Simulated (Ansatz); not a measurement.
# LiMnSO, from a guessed structure to a relaxed one, part 2 of 2

This structure for LiMnSO is made up. Its elements were placed in a known structure type with a cell scaled to their sizes. What cell does the guess relax to, and how far off was it?

Ansatz 0.2.0; DFT, PBEsol, plane-wave PAW, files of the set soft_1, scalar-relativistic, ferromagnetic start, cell and ions relaxed at zero pressure; PAW set soft_1 (the session's first sound run).

So far: Set-up; Relaxation of the guess. The relaxed cell has a, b, c = 3.004, 4.936, 6.803 Å (conventional setting).

In doubt: warnings of the run leave room for a lower electronic state, so energies may not be the lowest and differences between runs may mislead.

## Step 3: Electronic structure of the relaxed cell

With the geometry fixed, one more self-consistent run, with a narrower smearing and the mesh shown in its input, gives the bands, and its pressure, and its forces where symmetry allows any, show how far the geometry depends on these settings.

This step: DFT, PBEsol, plane-wave PAW, files of the set soft_1, scalar-relativistic, ferromagnetic start, bands and density of states at the relaxed cell; PAW set soft_1 (Ansatz 0.2.0).

input.yaml reads:

```yaml
crystal:
  lattice:
    - [3.004445351, 0.0, 0.0]
    - [0.0, 4.9362700173, 0.0]
    - [0.0, 0.0, 6.803290579]
  atoms:
    - { symbol: Mn, position: [0.5, 0.5, 0.3944910988], spin: 3.2 }
    - { symbol: Mn, position: [0.0, 0.0, 0.6055089012], spin: 3.2 }
    - { symbol: S, position: [0.5, 0.0, 0.8531025396] }
    - { symbol: S, position: [0.0, 0.5, 0.1468974604] }
    - { symbol: O, position: [0.5, 0.0, 0.4168724292] }
    - { symbol: O, position: [0.0, 0.5, 0.5831275708] }
    - { symbol: Li, position: [0.5, 0.5, 0.7964470161] }
    - { symbol: Li, position: [0.0, 0.0, 0.2035529839] }
magnetization:
  spin_polarized: true
kpoints:
  mp_grid: { grid: [10, 6, 6] }
  band_path:
    path:
      - [[0.0, 0.0, 0.0], [0.5, 0.0, 0.0], [0.5, 0.5, 0.0], [0.0, 0.5, 0.0], [0.0, 0.0, 0.0], [0.0, 0.0, 0.5], [0.5, 0.0, 0.5], [0.5, 0.5, 0.5], [0.0, 0.5, 0.5], [0.0, 0.0, 0.5]]
      - [[0.0, 0.5, 0.0], [0.0, 0.5, 0.5]]
      - [[0.5, 0.0, 0.5], [0.5, 0.0, 0.0]]
      - [[0.5, 0.5, 0.0], [0.5, 0.5, 0.5]]
    npoints: 6
scf:
  occupations: { method: fermi_dirac, width: 0.03 }
  n_extra_bands: 16
hamiltonian:
  xc: pbesol
  pseudopotentials: { kind: paw, azcp: { folder: soft_1 }, xc_functional: pbe }
output:
  forces: true
  stress: true
  write_bands: true
  dos: { projected: true }
  write_density: true
  write_potential: true
  elf: true
  volumetric_format: npy
```

Command:

```
$ ansatz run input.yaml --threads 4 --pin off --max-ram 10240MiB --backend cpu --events-out ev --progress --plain --runs-dir out
```

Numbers of over 12 decimals in the logs are rounded to 6 here.

Output:

```text
[...]
Crystal: 8 atoms, lattice volume = 100.898 Å³
Basis set: ecut = 420 eV, 1957 PW (Γ), exchange–correlation on 48×72×96 points (8 copies of the dense FFT grid, shifted against one another)
Bands: 46, of which v1, the nominal top of the filled ones, is band 30 counted from 1 (29 counted from 0)
Symmetry: 8 space group operations
[...]
k-points: 96 of 360
[...]
Starting moments: Σ|m| = 6.4 μB on 2 of 8 sites
[...]
SCF iter   1: F=—  HF=-11040.368695 eV  |F-HF|=—  |Δ(HF+E_count)|=         —  Δρ=9.46e-2 (↑9.46e-2 ↓5.67e-2)  dr2=1.92e1  dr2_m=1.13e0  M=7.192 μB ∫|m|=7.339 μB  β_m=0.30  ethr=3.10e-3  ⟨swp⟩=7.2  Hψ=40150  notcnv=0  defer=91
[...]
SCF iter  12: F=-11039.960454 eV  HF=-11039.960454 eV  |F-HF|=7.70e-8  |Δ(HF+E_count)|=   3.10e-9  Δρ=5.24e-6 (↑3.87e-6 ↓5.24e-6)  dr2=9.32e-8  dr2_m=7.28e-10  M=8.000 μB ∫|m|=8.299 μB  ethr=1.67e-10  ⟨swp⟩=14.1  Hψ=66814  notcnv=0
SCF 1 converged in 12 iterations: F = -11039.960454 eV  dr2 = 9.32e-8
[...]
NSCF: frozen V_eff on 76 k-points
SCF converged after 12 iterations
Magnetization: 7.9999 μB (34.0000 up, 26.0000 down)
Absolute magnetization: 8.2960 μB (∫|ρ↑−ρ↓|, with the PAW one-centre terms)
[...]
Per-site moments (μB) at R_I (Å): [(3.186464, 0.815004), (3.186464, 0.815004), (-0.010692, 0.931013), (-0.010692, 0.931013), (0.192592, 0.815004), (0.192592, 0.815004), (0.00218542, 0.861609), (0.00218542, 0.861609)]
Free energy (F): -11039.960454 eV
[...]
Internal energy: -11039.960433 eV  (E = F + TS)
E sigma→0 (E₀):  -11039.960443 eV
Entropy (-TS):   -0.000022 eV (-0.003 meV/atom)
Fermi energy:    8.746645 eV
[...]
--- Forces (eV/Å), atoms counted from 1 ---
  atom   1  Mn     0.00000000     0.00000000     0.00375373
  atom   2  Mn     0.00000000    -0.00000000    -0.00375373
  atom   3  S      0.00000000     0.00000000     0.00265239
  atom   4  S      0.00000000    -0.00000000    -0.00265239
  atom   5  O      0.00000000    -0.00000000     0.00112408
  atom   6  O      0.00000000     0.00000000    -0.00112408
  atom   7  Li     0.00000000    -0.00000000    -0.00099145
  atom   8  Li     0.00000000     0.00000000     0.00099145
  max |Σ_I F_I| component: 4.34e-19 eV/Å
--- Stress (GPa, compression-positive) ---
       -0.064084       0.000000      -0.000000
        0.000000      -0.007071      -0.000000
       -0.000000      -0.000000       0.041599
  P = ⅓ Tr σ = -0.0099 GPa (-0.099 kbar)
--- Band table (eV; the first three rows and the last of 192) ---
  k-point 0 ↑: bands = [... 26 lower, 6.3877, 6.7115, 6.7578, 6.7639, 6.9062, 7.0988, 7.4324, 7.5641, ... 12 higher]
  k-point 1 ↑: bands = [... 26 lower, 6.3657, 6.6401, 6.7646, 6.7956, 6.8964, 7.0621, 7.4151, 7.7168, ... 12 higher]
  k-point 2 ↑: bands = [... 26 lower, 6.3655, 6.4659, 6.7652, 6.8671, 6.9363, 7.0349, 7.3723, 7.9400, ... 12 higher]
  k-point 95 ↓: bands = [... 26 lower, 9.3819, 9.3819, 10.0004, 10.0004, 10.3776, 10.3776, 11.1095, 11.1095, ... 12 higher]
```

Run time: 31 s. Hardware: 4 threads of Arm Neoverse V1, shared host; peak memory 0.87 GiB.

The column dr2 measures how far the density is from self-consistency, as an energy; F and HF (Harris–Foulkes) agree once it is small.

This step gave:

- free energy: -11039.9605 eV
- Fermi energy: 8.747 eV
- gap by band count: 0.3354 eV
- magnetization: 8.000 μB
- absolute magnetization: 8.296 μB
- site moments: 3.186, 3.186, -0.01069, -0.01069, 0.1926, 0.1926, 0.002185, 0.002185 μB
- pressure: -0.009852 GPa

From bands.tsv, the bands that come nearest the gap along the path, at its corners, in eV from the valence-band top:

```
point  band_32_up  band_33_up  band_34_up  band_35_up  band_24_dn  band_25_dn  band_26_dn  band_27_dn
    Γ       -1.14       -1.01        1.99        2.23       -1.15       -0.51        0.34        0.43
    X       -1.14       -1.14        1.51        1.51       -2.27       -2.27        0.35        0.35
    S       -0.03       -0.03        1.47        1.47       -2.10       -2.10        0.89        0.89
    Y        0.00        0.00        2.13        2.13       -0.87       -0.87        0.57        0.57
    Γ       -1.14       -1.01        1.99        2.23       -1.15       -0.51        0.34        0.43
    Z       -1.23       -0.54        1.73        2.39       -0.89       -0.72        0.53        0.56
    U       -1.08       -1.08        1.12        1.12       -2.38       -2.38        0.59        0.59
    R       -0.33       -0.33        0.83        0.83       -1.86       -1.86        0.81        0.81
    T       -0.30       -0.30        2.05        2.05       -0.82       -0.82        0.63        0.63
    Z       -1.23       -0.54        1.73        2.39       -0.89       -0.72        0.53        0.56
    Y        0.00        0.00        2.13        2.13       -0.87       -0.87        0.57        0.57
    T       -0.30       -0.30        2.05        2.05       -0.82       -0.82        0.63        0.63
    U       -1.08       -1.08        1.12        1.12       -2.38       -2.38        0.59        0.59
    X       -1.14       -1.14        1.51        1.51       -2.27       -2.27        0.35        0.35
    S       -0.03       -0.03        1.47        1.47       -2.10       -2.10        0.89        0.89
    R       -0.33       -0.33        0.83        0.83       -1.86       -1.86        0.81        0.81
```

Highest filled and lowest empty level along the path:

```
distance (1/Å)  highest filled (eV)  lowest empty (eV)
          0.00                -0.51               0.34
          0.70                -0.87               0.64
          1.26                -0.91               0.46
          1.68                -0.03               0.89
          2.38                -0.15               0.92
          2.94                -0.34               0.48
          3.36                -0.51               0.34
          3.67                -0.63               0.49
          4.17                -0.73               0.71
          4.87                -1.08               0.59
          5.30                -0.61               0.73
          5.86                -0.27               0.95
          6.55                -0.30               0.63
          6.98                -0.51               0.55
          7.27                -0.02               0.58
          7.57                -0.28               0.63
          7.81                -1.09               0.52
          8.11                -1.14               0.35
          8.34                -0.15               0.85
```

Spin density in the ac plane at fractional y = 0.000, with atoms of Mn and S and O and Li within 0.2 Å of it.

Ten even steps from '_' (-0.1 e/Å³) to '@' (7.0 e/Å³), each cell a mean:
```
________________________________
________________________________
________________________________
________________________________
________________________________
________________________________
________________________________
--::..______________________..::
%%**--..__________________..--**
@@##--..__________________..--##
==--..______________________..--
..______________________________
________________________________
________________________________
________________________________
________________________________
________________________________
________________________________
________________________________
________________________________
________________________________
________________________________
________________________________
________________________________
```
Columns run along a (3.0 Å), rows up along c (6.8 Å). Atoms in or near the plane, at fractional coordinates: Mn at (0.00, 0.61), S at (0.50, 0.85), O at (0.50, 0.42), Li at (0.00, 0.20).

Electrostatic potential energy in the ac plane at fractional y = 0.000, with atoms of Mn and S and O and Li within 0.2 Å of it. With pseudopotentials it is smooth inside the atoms' cores, unlike the true potential.

Ten even steps from '_' (-61 eV) to '@' (11 eV), each cell a mean:
```
@@@@@@@@@@%%##******##%%@@@@@@@@
@@@@@@@@%%**==------==**%%@@@@@@
@@@@@@%%**==--==++==--==**%%@@@@
@@@@@@%%**----==++==----**%%@@@@
@@@@@@%%##++----------++##%%@@@@
%%%%%%%%%%##**++==++**##%%%%%%%%
++++**##%%%%%%%%%%%%%%%%%%##**++
__..::==##%%@@@@@@@@@@%%##==::..
______::++%%@@@@@@@@@@%%++::____
______::++%%@@@@@@@@@@%%++::____
____..--**%%@@@@@@@@@@%%**--..__
====++##%%%%##******##%%%%##++==
##%%%%%%@@##++==--==++##@@%%%%%%
@@@@@@@@%%++==::::::==++%%@@@@@@
@@@@@@@@@@**==------==**@@@@@@@@
@@@@@@@@@@@@##**++**##@@@@@@@@@@
##%%%%@@@@@@@@@@@@@@@@@@@@@@%%%%
++++**%%@@@@@@@@@@@@@@@@@@%%**++
--==++##%%@@@@@@@@@@@@@@%%##++==
====**##@@@@@@@@@@@@@@@@@@##**==
****##%%@@@@@@@@@@@@@@@@@@%%##**
%%%%@@@@@@@@@@@@@@@@@@@@@@@@@@%%
@@@@@@@@@@@@@@@@@@@@@@@@@@@@@@@@
@@@@@@@@@@@@@@@@@@@@@@@@@@@@@@@@
```
Columns run along a (3.0 Å; values clipped at the 3rd and 97th percentile), rows up along c (6.8 Å). Atoms in or near the plane, at fractional coordinates: Mn at (0.00, 0.61), S at (0.50, 0.85), O at (0.50, 0.42), Li at (0.00, 0.20).

Valence density in the ac plane at fractional y = 0.000, with atoms of Mn and S and O and Li within 0.2 Å of it. It is the smooth field of the valence electrons, not physical close to the nuclei.

Values in e/Å³, 24 rows by 16 columns, each cell a mean:
```
 0  0  0  0  0  1  1  1  1  1  1  1  0  0  0  0
 0  0  0  0  1  1  1  1  1  1  1  1  1  0  0  0
 0  0  0  1  1  1  1  1  0  1  1  1  1  1  0  0
 0  0  0  1  1  1  1  0  0  0  1  1  1  1  0  0
 0  0  0  1  1  1  1  1  1  1  1  1  1  1  0  0
 0  0  0  1  1  1  1  1  1  1  1  1  1  1  0  0
 2  2  1  1  1  1  1  1  1  1  1  1  1  1  1  2
 9  8  4  2  1  0  0  0  0  0  0  0  1  2  4  8
24 19 10  4  1  0  0  0  0  0  0  0  1  4 10 19
27 22 11  4  1  0  0  0  0  0  0  0  1  4 11 22
13 11  6  2  1  1  1  1  1  1  1  1  1  2  6 11
 3  2  1  1  1  1  1  2  2  2  1  1  1  1  1  2
 1  0  0  1  1  2  3  5  5  5  3  2  1  1  0  0
 0  0  0  0  1  2  5  7  8  7  5  2  1  0  0  0
 0  0  0  0  1  2  4  6  7  6  4  2  1  0  0  0
 0  0  0  0  0  1  2  2  3  2  2  1  0  0  0  0
 0  0  0  0  0  0  1  1  1  1  1  0  0  0  0  0
 4  3  1  0  0  0  0  0  0  0  0  0  0  0  1  3
 9  7  3  0  0  0  0  0  0  0  0  0  0  0  3  7
 7  5  2  0  0  0  0  0  0  0  0  0  0  0  2  5
 1  1  0  0  0  0  0  0  0  0  0  0  0  0  0  1
 0  0  0  0  0  0  0  0  0  0  0  0  0  0  0  0
 0  0  0  0  0  0  0  0  0  0  0  0  0  0  0  0
 0  0  0  0  0  0  0  0  0  0  0  0  0  0  0  0
```
Columns run along a (3.0 Å), rows up along c (6.8 Å). Atoms in or near the plane, at fractional coordinates: Mn at (0.00, 0.61), S at (0.50, 0.85), O at (0.50, 0.42), Li at (0.00, 0.20).

## Step 4: Results

| Quantity | Value |
| --- | --- |
| space group, relaxed | Pmmn |
| conventional cell | a = 3.004, b = 4.936, c = 6.803 Å; α = 90.0°, β = 90.0°, γ = 90.0° |
| volume per atom | 12.61 Å³ (guess 13.21) |
| total moment | 8.00 μB in the cell of 8 atoms |

**Reading.** LiMnSO relaxes to Pmmn with a = 3.004, b = 4.936 and c = 6.803 Å. The guessed volume was 5 % too large. The space group Pmmn was held in the relaxation, so the end point is a stationary structure within it and may be a saddle against distortions or other arrangements. The input starts from parallel moments, and no other start was typed. The electronic state may lie above the lowest one. It has an indirect Kohn–Sham gap of 0.34 eV, which semilocal functionals understate. On the 10×6×6 mesh with the narrower smearing (relaxed on 8×5×4) the largest force component is 0.004 eV/Å and the largest stress component is 0.064 GPa, against the relaxation's thresholds of 0.015 eV/Å and 0.05 GPa. The cutoff wasn't tested. No dispersion term is used, so weakly bound directions may come out too long. The program estimates, without running it, that another magnetic order lies lower than the one relaxed here. Nothing here tests whether the compound is stable against decomposition.

[Logs are printed without paths, hosts, clocks, repeated set-up lines and the standing remarks that a program may print on its own settings, such as how far it seeks lower states.]

[Hosts, paths, dates, database ids (printed as entryN), source tags and the programs' standing remarks are cut or masked in the printed files.]
